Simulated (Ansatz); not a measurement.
# O on W(110): change of the work function, part 5 of 5

Wanted: Δφ(θ) for O/W(110), starting from the hollow site.

Ansatz 0.2.0; plane-wave DFT, PBE-D3(BJ), Ansatz PAW (the session's first sound run).

So far, work function, upper face (eV): step 2 (the clean slab, PBE D3(BJ)) 4.83; step 8 (the 0.25 ML cell at another level of theory, cutoff 500 eV, functional r2SCAN) 4.83; step 9 (the 0.25 ML cell at another level of theory, cutoff 420 eV, functional revpbe) 4.65; step 10 (the 0.25 ML cell at another level of theory, cutoff 420 eV, functional PBEsol) 4.89; step 11 (the 0.25 ML cell at another level of theory, cutoff 420 eV, functional RPBE) 4.64.

**13. Varying the input**

This step: plane-wave DFT, PBE-D3(BJ), Ansatz PAW (Ansatz 0.2.0).

System of this step: W4O (O/W(110)). The cell holds 5 atoms: 4 W and 1 O. Its edges and angles: a = 2.737 Å, b = 2.737 Å, c = 26.354 Å, α = 90.0°, β = 90.0°, γ = 70.5°. Vacuum lies along c.

An input spoilt on purpose, to show how the run answers: it repeats the earlier run at 1 ML with basis.ecutwfc to 30, and scf.max_iter set to 60.

The input, input.yaml:

```yaml
crystal:
  lattice:
    - [2.2344574285, -1.58, 0.0]
    - [2.2344574285, 1.58, 0.0]
    - [0.0, 0.0, 26.3538566803]
  atoms:
    - { symbol: W, position: [0.0, 0.0, 0.3415059932] }
    - { symbol: W, position: [0.5, 0.5, 0.4262927269] }
    - { symbol: W, position: [0.0, 0.0, 0.5114464376] }
    - { symbol: W, position: [0.5, 0.5, 0.5939903406] }
    - { symbol: O, position: [0.84, 0.84, 0.6584940068] }
kpoints:
  mp_grid: { grid: [12, 12, 1] }
hamiltonian:
  xc: pbe
  dispersion: d3bj
scf:
  occupations: { method: fermi_dirac, width: 0.1 }
  convergence: { dr2_threshold: 1.0e-08 }
  max_iter: 60
efield:
  axis: 3
  dipole_correction: true
  ramp_position: 0.97
  ramp_width: 0.06
relax:
  f_tol: 0.02
  max_steps: 60
  constraints: [{ sites: [0, 1] }]
output:
  bader: true
  write_potential: true
  write_density: true
  volumetric_format: npy
basis:
  ecutwfc: 30
```

Started as:

```console
$ ansatz run input.yaml --threads 4 --pin off --max-ram 12288MiB --backend cpu --events-out ev --progress --plain --runs-dir out
```

Numbers of over 12 decimals in the logs are rounded to 6 here.

The program printed:

```text
Warning: basis.ecutwfc = 30 eV is below the records' recommended 420 eV, and the density's cutoff is lower with it unless basis.ecutrho_ratio is high enough to keep the records' density cutoff: compare with a run at a higher cutoff
[...]
Crystal: 5 atoms, lattice volume = 186.082 Å³
Basis set: ecut = 30 eV, 67 PW (Γ), exchange–correlation on 16×16×96 points (8 copies of the dense FFT grid, shifted against one another)
Bands: 38, of which v1, the nominal top of the filled ones, is band 31 counted from 1 (30 counted from 0)
Symmetry: 2 space group operations
[...]
k-points: 43 of 144 (time reversal used)
[...]
SCF iter   1: F=—  HF=-40938.394838 eV  |F-HF|=—  |Δ(HF+E_count)|=         —  Δρ=6.77e-1  dr2=5.76e3  ethr=1.77e-3  p=-0.151 e·Å  D=-1.46e-1 V/Å  ΔV_dip=3.86 eV  dr2_dipole=5.61e2  V_vac-E_F(+/−)=-3.89/-7.75 eV  ⟨swp⟩=1.0  Hψ=2990  notcnv=0
[...]
SCF iter  14: F=-38654.148427 eV  HF=-38654.148427 eV  |F-HF|=1.69e-9  |Δ(HF+E_count)|=   2.05e-7  Δρ=8.05e-7  dr2=2.50e-9  ethr=1.61e-11  p=-0.321 e·Å  D=-3.12e-1 V/Å  ΔV_dip=8.21 eV  dr2_dipole=1.04e-9  V_vac-E_F(+/−)=90.99/84.68 eV  ⟨swp⟩=8.0  Hψ=8658  notcnv=0
WARN: efield: at this solve's end the planar-averaged density reaches 1.30e-2 e/Å³ inside the ramp window [0.9321, 0.0679] (bound 1e-5 e/Å³); the window's nearer edge stands 7.21 Å from this solve's nearest atom along the axis. Its work functions, free energy, forces, stress, dipole, levels and responses can be off, and this figure does not tell by how much. The cell may have no vacuum along `efield.axis`. A short vacuum, a low `basis.ecutwfc` or `basis.ecutrho_ratio` and negative occupations (`scf.occupations.method`) can put density there. See the manual's quickstart, § The vacuum guard
SCF 1 converged in 14 iterations: F = -38654.148427 eV  dr2 = 2.50e-9
[...]
relax step   1: F+E_penalty+E_count = -38654.14842656 eV  Δ(F+E_penalty+E_count) = +0.000e0 eV  max|allowed force component| = 1.117e3 eV/Å  Δτ_max = 0.0000 Å  (14 SCF iters, accepted)
[...]
SCF iter   1: F=—  HF=-38965.882321 eV  |F-HF|=—  |Δ(HF+E_count)|=         —  Δρ=1.24e-1  dr2=6.19e1  ethr=3.10e-3  p=-0.320 e·Å  D=-3.11e-1 V/Å  ΔV_dip=8.20 eV  dr2_dipole=6.49e0  V_vac-E_F(+/−)=91.15/84.85 eV  ⟨swp⟩=1.0  Hψ=2990  notcnv=0
[...]
SCF iter   8: F=-38924.202393 eV  HF=-38924.202393 eV  |F-HF|=4.53e-9  |Δ(HF+E_count)|=   1.67e-8  Δρ=3.36e-7  dr2=2.03e-9  ethr=1.61e-11  p=-0.233 e·Å  D=-2.27e-1 V/Å  ΔV_dip=5.98 eV  dr2_dipole=2.84e-9  V_vac-E_F(+/−)=87.05/82.93 eV  ⟨swp⟩=7.5  Hψ=6680  notcnv=0
[...]
SCF 2 converged in 8 iterations: F = -38924.202393 eV  dr2 = 2.03e-9
relax step   2: F+E_penalty+E_count = -38924.20239348 eV  Δ(F+E_penalty+E_count) = -2.701e2 eV  max|allowed force component| = 8.959e2 eV/Å  Δτ_max = 0.1950 Å  (8 SCF iters, accepted)
SCF iter   1: F=—  HF=-39209.279979 eV  |F-HF|=—  |Δ(HF+E_count)|=         —  Δρ=1.34e-1  dr2=6.75e1  ethr=3.10e-3  p=-0.232 e·Å  D=-2.26e-1 V/Å  ΔV_dip=5.95 eV  dr2_dipole=7.49e0  V_vac-E_F(+/−)=87.34/83.24 eV  ⟨swp⟩=1.0  Hψ=2990  notcnv=0
[...]
SCF iter  10: F=-39168.582590 eV  HF=-39168.582590 eV  |F-HF|=4.44e-10  |Δ(HF+E_count)|=   1.41e-8  Δρ=1.45e-7  dr2=3.48e-10  ethr=1.61e-11  p=-0.135 e·Å  D=-1.32e-1 V/Å  ΔV_dip=3.47 eV  dr2_dipole=9.06e-11  V_vac-E_F(+/−)=82.36/80.69 eV  ⟨swp⟩=5.9  Hψ=7255  notcnv=0
[...]
SCF 3 converged in 10 iterations: F = -39168.582590 eV  dr2 = 3.48e-10
relax step   3: F+E_penalty+E_count = -39168.58259017 eV  Δ(F+E_penalty+E_count) = -2.444e2 eV  max|allowed force component| = 6.800e2 eV/Å  Δτ_max = 0.1950 Å  (10 SCF iters, accepted)
[... from here on, the SCF cycles and remarks between the steps are left out ...]
relax step   4: F+E_penalty+E_count = -39381.86856354 eV  Δ(F+E_penalty+E_count) = -2.133e2 eV  max|allowed force component| = 4.721e2 eV/Å  Δτ_max = 0.1950 Å  (11 SCF iters, accepted)
relax step   5: F+E_penalty+E_count = -39553.10311614 eV  Δ(F+E_penalty+E_count) = -1.712e2 eV  max|allowed force component| = 3.664e2 eV/Å  Δτ_max = 0.1950 Å  (10 SCF iters, accepted)
relax step   6: F+E_penalty+E_count = -39680.59443964 eV  Δ(F+E_penalty+E_count) = -1.275e2 eV  max|allowed force component| = 2.940e2 eV/Å  Δτ_max = 0.1940 Å  (12 SCF iters, accepted)
relax step   7: F+E_penalty+E_count = -39768.99330946 eV  Δ(F+E_penalty+E_count) = -8.840e1 eV  max|allowed force component| = 2.247e2 eV/Å  Δτ_max = 0.2000 Å  (12 SCF iters, accepted)
relax step   8: F+E_penalty+E_count = -39826.12298478 eV  Δ(F+E_penalty+E_count) = -5.713e1 eV  max|allowed force component| = 1.598e2 eV/Å  Δτ_max = 0.2000 Å  (10 SCF iters, accepted)
relax step   9: F+E_penalty+E_count = -39858.36608609 eV  Δ(F+E_penalty+E_count) = -3.224e1 eV  max|allowed force component| = 1.001e2 eV/Å  Δτ_max = 0.2000 Å  (10 SCF iters, accepted)
relax step  10: F+E_penalty+E_count = -39874.18211230 eV  Δ(F+E_penalty+E_count) = -1.582e1 eV  max|allowed force component| = 5.315e1 eV/Å  Δτ_max = 0.2000 Å  (11 SCF iters, accepted)
relax step  11: F+E_penalty+E_count = -39880.52948812 eV  Δ(F+E_penalty+E_count) = -6.347e0 eV  max|allowed force component| = 1.848e1 eV/Å  Δτ_max = 0.2000 Å  (12 SCF iters, accepted)
relax step  12: F+E_penalty+E_count = -39881.68286663 eV  Δ(F+E_penalty+E_count) = -1.153e0 eV  max|allowed force component| = 6.365e0 eV/Å  Δτ_max = 0.2000 Å  (11 SCF iters, accepted)
relax step  13: F+E_penalty+E_count = -39881.87011110 eV  Δ(F+E_penalty+E_count) = -1.872e-1 eV  max|allowed force component| = 2.999e0 eV/Å  Δτ_max = 0.1693 Å  (11 SCF iters, accepted)
relax step  14: F+E_penalty+E_count = -39881.92821291 eV  Δ(F+E_penalty+E_count) = -5.810e-2 eV  max|allowed force component| = 1.577e0 eV/Å  Δτ_max = 0.0655 Å  (10 SCF iters, accepted)
relax step  15: F+E_penalty+E_count = -39882.04744403 eV  Δ(F+E_penalty+E_count) = -1.192e-1 eV  max|allowed force component| = 1.246e0 eV/Å  Δτ_max = 0.1952 Å  (8 SCF iters, accepted)
relax step  16: F+E_penalty+E_count = -39882.20951030 eV  Δ(F+E_penalty+E_count) = -1.621e-1 eV  max|allowed force component| = 1.148e0 eV/Å  Δτ_max = 0.2000 Å  (8 SCF iters, accepted)
relax step  17: F+E_penalty+E_count = -39881.64825659 eV  Δ(F+E_penalty+E_count) = +5.613e-1 eV  max|allowed force component| = 1.787e1 eV/Å  Δτ_max = 0.1561 Å  (13 SCF iters, rejected (line search))
relax step  18: F+E_penalty+E_count = -39882.22622077 eV  Δ(F+E_penalty+E_count) = -1.671e-2 eV  max|allowed force component| = 1.885e-1 eV/Å  Δτ_max = 0.0780 Å  (9 SCF iters, accepted)
relax step  19: F+E_penalty+E_count = -39882.23032043 eV  Δ(F+E_penalty+E_count) = -4.100e-3 eV  max|allowed force component| = 2.483e-2 eV/Å  Δτ_max = 0.0251 Å  (8 SCF iters, accepted)
SCF iter   1: F=—  HF=-39882.270110 eV  |F-HF|=—  |Δ(HF+E_count)|=         —  Δρ=4.16e-3  dr2=2.81e-2  ethr=5.60e-4  p=0.726 e·Å  D=7.06e-1 V/Å  ΔV_dip=-18.60 eV  dr2_dipole=1.50e-7  V_vac-E_F(+/−)=26.34/45.89 eV  ⟨swp⟩=1.0  Hψ=2990  notcnv=0
[...]
SCF iter   6: F=-39882.230339 eV  HF=-39882.230339 eV  |F-HF|=2.82e-9  |Δ(HF+E_count)|=   2.24e-9  Δρ=1.47e-7  dr2=1.80e-9  ethr=1.12e-11  p=0.726 e·Å  D=7.06e-1 V/Å  ΔV_dip=-18.60 eV  dr2_dipole=1.02e-9  V_vac-E_F(+/−)=26.33/45.89 eV  ⟨swp⟩=7.2  Hψ=11085  notcnv=0
[...]
SCF 20 converged in 6 iterations: F = -39882.230339 eV  dr2 = 1.80e-9
relax step  20: F+E_penalty+E_count = -39882.23033916 eV  Δ(F+E_penalty+E_count) = -1.874e-5 eV  max|allowed force component| = 7.053e-3 eV/Å  Δτ_max = 0.0053 Å  (6 SCF iters, accepted)
[...]
WARN: The input density's exchange-correlation potential varies sharply where the density is thin. Do not read a vacuum level from v_tot or v_xc, or from such a field of the output density. On a cell that repeats whose density bears no net charge and no dipole along the vacuum's axis use v_es (v_loc + v_h of the components); under efield.dipole_correction with no amplitude use v_es + v_field, which holds any external [...]
SCF converged after 6 iterations
Free energy (F): -39882.230339 eV
[...]
Internal energy: -39882.211988 eV  (E = F + TS)
E sigma→0 (E₀):  -39882.221164 eV
Entropy (-TS):   -0.018351 eV (-3.670 meV/atom)
Fermi energy:    12.185942 eV
Dipole field:    D = 0.705785 V/Å  (p = 0.725795 e·Å, saw-weighted, corrected)
Work function:   Φ+ = 26.3322 eV (in doubt: plateau slope 2.3e0 eV/Å)   Φ− = 45.8912 eV (in doubt: plateau slope 1.5e0 eV/Å)
[...]
Vacuum region:   at the solve's end the planar-averaged density reaches 6.24e-3 e/Å³ inside the ramp window [0.9321, 0.0679] (bound 1e-5 e/Å³)
[...]
--- Forces (eV/Å), atoms counted from 1 ---
  atom   1  W     -0.00053135     0.00000000  -397.48755520
  atom   2  W     -0.00231347     0.00000000   397.02998699
  atom   3  W      0.00259054    -0.00000000    -0.00705311
  atom   4  W      0.00018727     0.00000000     0.00080097
  atom   5  O      0.00058219     0.00000000    -0.00518113
  max |Σ_I F_I| component: 4.69e-1 eV/Å
--- Band table (eV; the first three rows and the last of 43) ---
  k-point 0: bands = [... 27 lower, 6.7701, 13.1729, 15.4164, 18.2239, 19.3390, 27.1404, 27.6394, 29.1495, ... 3 higher]
  k-point 1: bands = [... 27 lower, -0.6872, 1.0870, 3.4619, 4.3029, 5.3005, 7.3813, 11.8775, 15.5661, ... 3 higher]
  k-point 2: bands = [... 27 lower, 3.3226, 5.4961, 5.8234, 7.8097, 13.2105, 15.6721, 20.3965, 27.5886, ... 3 higher]
  k-point 42: bands = [... 27 lower, -0.7201, 2.0711, 4.0095, 4.2413, 6.4618, 6.5213, 11.3109, 14.8402, ... 3 higher]
--- Relaxed structure (20 steps of the walk, 19 accepted, 0 SCFs on fresh bases) ---
  F+E_penalty+E_count = -39882.23033916 eV   max|allowed force component| = 7.053e-3 eV/Å
  atoms:
    - { symbol: W, position: [0.0, 0.0, 0.341506] }
    - { symbol: W, position: [0.5, 0.5, 0.426293] }
    - { symbol: W, position: [-0.000233896, -0.000233896, 0.539461] }
    - { symbol: W, position: [0.499781, 0.499781, 0.644824] }
    - { symbol: O, position: [0.999780, 0.999780, 0.731457] }
--- Bader charges: 5 sites ---
  site symbol  charge [e]  shift [e] shared [e]
     0      W      6.6551     0.6046     0.1070
     1      W      6.2720     0.2285    -0.9717
     2      W      5.4050     0.1507    -0.1486
     3      W      3.8267     0.1669    -0.5347
     4      O      1.8541     0.0029     1.5480
  maxima off the nuclei: 27, with 24.0129 electrons
  on the straight line to a nucleus their density falls by 2.1e-3 to 1.0e0 of itself; PAW files or a low cutoff
  can make one that falls by little (a run on other files and one at a higher cutoff tell): if they did, read the shared
  charge, to which what the maxima have on the atom's side is counted
  estimated error of the sums over rays = 4.4e-3 e
```

It took 9 min on 4 threads of Arm Neoverse V1, shared host; peak memory 0.31 GiB.

```tsv
quantity	this run	earlier run	difference
work function, upper face (eV)	26.33	6.362	20
work function, lower face (eV)	45.89	4.882	41
dipole along the normal (e·Å)	0.7258	-0.05774	0.78
```

What moves beyond 0.01 in its unit (for the dipole 0.5 % and 5e-5 e·Å): work function, lower face (+41 eV), dipole along the normal (+0.784 e·Å) and work function, upper face (+20 eV).

With this change the program also warns of density in the ramp of the sawtooth; these numbers are not the system's.

**14. Varying the input: scf.n_extra_bands = 8**

System of this step: W(110). The cell holds 4 atoms: 4 W. Its edges and angles: a = 2.737 Å, b = 2.737 Å, c = 24.703 Å, α = 90.0°, β = 90.0°, γ = 70.5°. Vacuum lies along c.

Another changed input: it repeats the earlier run at 0 ML with scf.n_extra_bands to 8.

input.yaml, the sections that differ from step 13:

```yaml
crystal:
  lattice:
    - [2.2344574285, -1.58, 0.0]
    - [2.2344574285, 1.58, 0.0]
    - [0.0, 0.0, 24.7033722856]
  atoms:
    - { symbol: W, position: [0.0, 0.0, 0.3643227287] }
    - { symbol: W, position: [0.5, 0.5, 0.4547742429] }
    - { symbol: W, position: [0.0, 0.0, 0.5452257571] }
    - { symbol: W, position: [0.5, 0.5, 0.6356772713] }
scf:
  occupations: { method: fermi_dirac, width: 0.1 }
  convergence: { dr2_threshold: 1.0e-08 }
  n_extra_bands: 8
output:
  write_potential: true
  write_density: true
  volumetric_format: npy
# kpoints, hamiltonian, efield, relax: as in step 13
# basis: removed
```

The program printed:

```text
[...]
Crystal: 4 atoms, lattice volume = 174.428 Å³
Basis set: ecut = 420 eV, 3461 PW (Γ), exchange–correlation on 40×40×360 points (8 copies of the dense FFT grid, shifted against one another)
Bands: 36, of which v1, the nominal top of the filled ones, is band 28 counted from 1 (27 counted from 0)
Symmetry: 4 space group operations
k-points: 43 of 144
[...]
SCF iter   1: F=—  HF=-41538.535346 eV  |F-HF|=—  |Δ(HF+E_count)|=         —  Δρ=9.75e-3  dr2=2.01e0  ethr=1.77e-3  p=0.000 e·Å  D=4.83e-14 V/Å  ΔV_dip=-0.00 eV  dr2_dipole=4.16e-8  V_vac-E_F(+/−)=5.06/5.06 eV  ⟨swp⟩=8.1  Hψ=7666  notcnv=0
[...]
SCF iter   8: F=-41538.442194 eV  HF=-41538.442194 eV  |F-HF|=1.57e-9  |Δ(HF+E_count)|=   5.15e-8  Δρ=1.50e-6  dr2=4.70e-9  ethr=1.79e-11  p=-0.000 e·Å  D=-6.43e-9 V/Å  ΔV_dip=0.00 eV  dr2_dipole=2.15e-14  V_vac-E_F(+/−)=4.90/4.90 eV  ⟨swp⟩=10.3  Hψ=13248  notcnv=0
SCF 1 converged in 8 iterations: F = -41538.442194 eV  dr2 = 4.70e-9
[...]
relax step   1: F+E_penalty+E_count = -41538.44219426 eV  Δ(F+E_penalty+E_count) = +0.000e0 eV  max|allowed force component| = 5.732e-1 eV/Å  Δτ_max = 0.0000 Å  (8 SCF iters, accepted)
[...]
SCF iter   9: F=-41538.367057 eV  HF=-41538.367057 eV  |F-HF|=1.81e-9  |Δ(HF+E_count)|=   1.60e-7  Δρ=1.33e-6  dr2=9.27e-9  ethr=1.79e-11  p=0.010 e·Å  D=9.90e-3 V/Å  ΔV_dip=-0.24 eV  dr2_dipole=3.56e-10  V_vac-E_F(+/−)=4.68/4.92 eV  ⟨swp⟩=12.4  Hψ=12195  notcnv=0
SCF 2 converged in 9 iterations: F = -41538.367057 eV  dr2 = 9.27e-9
relax step   2: F+E_penalty+E_count = -41538.36705717 eV  Δ(F+E_penalty+E_count) = +7.514e-2 eV  max|allowed force component| = 1.501e0 eV/Å  Δτ_max = 0.1622 Å  (9 SCF iters, rejected (line search))
[...]
SCF iter   9: F=-41538.456561 eV  HF=-41538.456561 eV  |F-HF|=2.93e-9  |Δ(HF+E_count)|=   2.11e-8  Δρ=7.30e-7  dr2=2.04e-9  ethr=1.79e-11  p=0.004 e·Å  D=3.86e-3 V/Å  ΔV_dip=-0.10 eV  dr2_dipole=6.95e-10  V_vac-E_F(+/−)=4.81/4.90 eV  ⟨swp⟩=11.4  Hψ=11454  notcnv=0
SCF 3 converged in 9 iterations: F = -41538.456561 eV  dr2 = 2.04e-9
relax step   3: F+E_penalty+E_count = -41538.45656063 eV  Δ(F+E_penalty+E_count) = -1.437e-2 eV  max|allowed force component| = 1.732e-1 eV/Å  Δτ_max = 0.0625 Å  (9 SCF iters, accepted)
SCF iter   1: F=—  HF=-41538.458320 eV  |F-HF|=—  |Δ(HF+E_count)|=         —  Δρ=7.73e-4  dr2=3.58e-3  ethr=6.89e-5  p=0.004 e·Å  D=3.86e-3 V/Å  ΔV_dip=-0.10 eV  dr2_dipole=3.07e-5  V_vac-E_F(+/−)=4.81/4.90 eV  ⟨swp⟩=2.1  Hψ=2944  notcnv=0  defer=4
[...]
SCF iter   8: F=-41538.457898 eV  HF=-41538.457898 eV  |F-HF|=1.41e-9  |Δ(HF+E_count)|=   1.30e-8  Δρ=3.76e-7  dr2=5.56e-10  ethr=1.79e-11  p=0.003 e·Å  D=3.03e-3 V/Å  ΔV_dip=-0.07 eV  dr2_dipole=8.40e-11  V_vac-E_F(+/−)=4.83/4.90 eV  ⟨swp⟩=10.8  Hψ=10589  notcnv=0
SCF 4 converged in 8 iterations: F = -41538.457898 eV  dr2 = 5.56e-10
relax step   4: F+E_penalty+E_count = -41538.45789799 eV  Δ(F+E_penalty+E_count) = -1.337e-3 eV  max|allowed force component| = 8.810e-3 eV/Å  Δτ_max = 0.0130 Å  (8 SCF iters, accepted)
[...]
SCF converged after 8 iterations
Free energy (F): -41538.457898 eV
[...]
Internal energy: -41538.358206 eV  (E = F + TS)
E sigma→0 (E₀):  -41538.408052 eV
Entropy (-TS):   -0.099692 eV (-24.923 meV/atom)
Fermi energy:    5.205514 eV
Dipole field:    D = 0.003047 V/Å  (p = 0.002937 e·Å, saw-weighted, corrected)
Work function:   Φ+ = 4.8272 eV   Φ− = 4.9025 eV
[...]
--- Forces (eV/Å), atoms counted from 1 ---
  atom   1  W      0.00000000     0.00000000     0.49577438
  atom   2  W      0.00000000    -0.00000000    -0.49767206
  atom   3  W      0.00000000    -0.00000000    -0.00692384
  atom   4  W      0.00000000     0.00000000     0.00881042
  max |Σ_I F_I| component: 1.11e-5 eV/Å
--- Band table (eV; the first three rows and the last of 43) ---
  k-point 0: bands = [... 24 lower, 3.7546, 3.8148, 3.9946, 4.4506, 4.8165, 5.8101, 6.0132, 6.9240, ... 4 higher]
  k-point 1: bands = [... 24 lower, 3.5513, 3.7791, 4.1380, 4.4704, 4.7685, 5.3798, 6.2449, 6.7358, ... 4 higher]
  k-point 2: bands = [... 24 lower, 3.3773, 3.5369, 3.9584, 4.4051, 4.9355, 5.2703, 6.5995, 6.6512, ... 4 higher]
  k-point 42: bands = [... 24 lower, 3.7858, 5.7335, 5.8712, 6.3102, 6.3427, 6.9233, 7.2501, 8.8698, ... 4 higher]
--- Relaxed structure (4 steps of the walk, 3 accepted, 0 SCFs on fresh bases) ---
  F+E_penalty+E_count = -41538.45789799 eV   max|allowed force component| = 8.810e-3 eV/Å
  atoms:
    - { symbol: W, position: [0.0, 0.0, 0.3643227287] }
    - { symbol: W, position: [0.5, 0.5, 0.4547742429] }
    - { symbol: W, position: [-1.6989600268599705e-19, 1.6989600268599705e-19, 0.545617] }
    - { symbol: W, position: [0.5, 0.5, 0.633676] }
```

Wall time 28 s (4 threads); peak memory 0.57 GiB; 1.8 min of CPU time.

Relaxation path:

```tsv
step	energy less that of the first step (eV)	largest force component (eV/Å)
1	0.0000	0.5732
2	0.0751	1.5005
3	-0.0144	0.1732
4	-0.0157	0.0088
```

Relaxation step 2 was tried and not accepted.

The run keeps the 4 symmetry operations that it works with, so distortions that break them were not tested.

The atoms that moved most (Å):

```tsv
atom	dx	dy	dz	length
W4	0.000	0.000	-0.049	0.049
W3	0.000	0.000	0.010	0.010
```

Final coordinates:

```cif
data_structure
_symmetry_space_group_name_H-M 'P 1'
_symmetry_Int_Tables_number 1
_cell_length_a 2.7366
_cell_length_b 2.7366
_cell_length_c 24.7034
_cell_angle_alpha 90.000
_cell_angle_beta 90.000
_cell_angle_gamma 70.529
_cell_volume 174.43
loop_
_atom_site_label
_atom_site_type_symbol
_atom_site_fract_x
_atom_site_fract_y
_atom_site_fract_z
_atom_site_occupancy
W1 W 0.00000 0.00000 0.36432 1
W2 W 0.50000 0.50000 0.45477 1
W3 W 0.00000 0.00000 0.54562 1
W4 W 0.50000 0.50000 0.63368 1
```

This step gave:

| Property | Result |
| --- | --- |
| energy at zero smearing | -41538.4081 eV |
| work function, upper face | 4.827 eV |
| work function, lower face | 4.902 eV |
| dipole along the normal | 0.002937 e·Å |
| step between the vacuum levels | -0.07527 eV |

```tsv
quantity	this run	earlier run	difference
work function, upper face (eV)	4.827	4.827	-2.2e-5
work function, lower face (eV)	4.902	4.902	2.0e-5
dipole along the normal (e·Å)	0.002937	0.002936	1.6e-6
```

Nothing in the table moves by 0.01 in its unit (for the dipole 0.5 % and 5e-5 e·Å). The run took 34 SCF cycles against 35.

From the first step to the last the energy fell by 0.016 eV, and the largest move was 0.049 Å (W4).

**15. What came out**

```json
{
 "work function of the clean face": "4.83 eV",
 "work function at 0.11 ML": "4.85 eV",
 "work function at 0.25 ML": "4.78 eV",
 "work function at 0.5 ML": "5.15 eV",
 "work function at 1 ML": "6.36 eV",
 "dipole per adsorbate at 0.11 ML, positive end outwards": "-0.03 D"
}
```

**Reading.** At the lowest coverage O changes the work function of W(110) by under 0.15 eV, within the error of so thin a slab; the largest change, +1.53 eV, comes at higher coverage. The slab has 4 layers, at the tabulated experimental lattice constant, one starting site was run, and quantum-size effects of a slab this thin can reach one or two tenths of an eV.

[Logs are printed without paths, hosts, clocks, repeated set-up lines and the standing remarks that a program may print on its own settings, such as how far it seeks lower states.]

[Hosts, paths, dates, database ids (printed as entryN), source tags and the programs' standing remarks are cut or masked in the printed files.]

[Maps of the electrostatic potential energy from Ansatz leave out the sawtooth potential of an applied field or a dipole correction, so their vacuum need not be flat; planar profiles and work functions include it.]
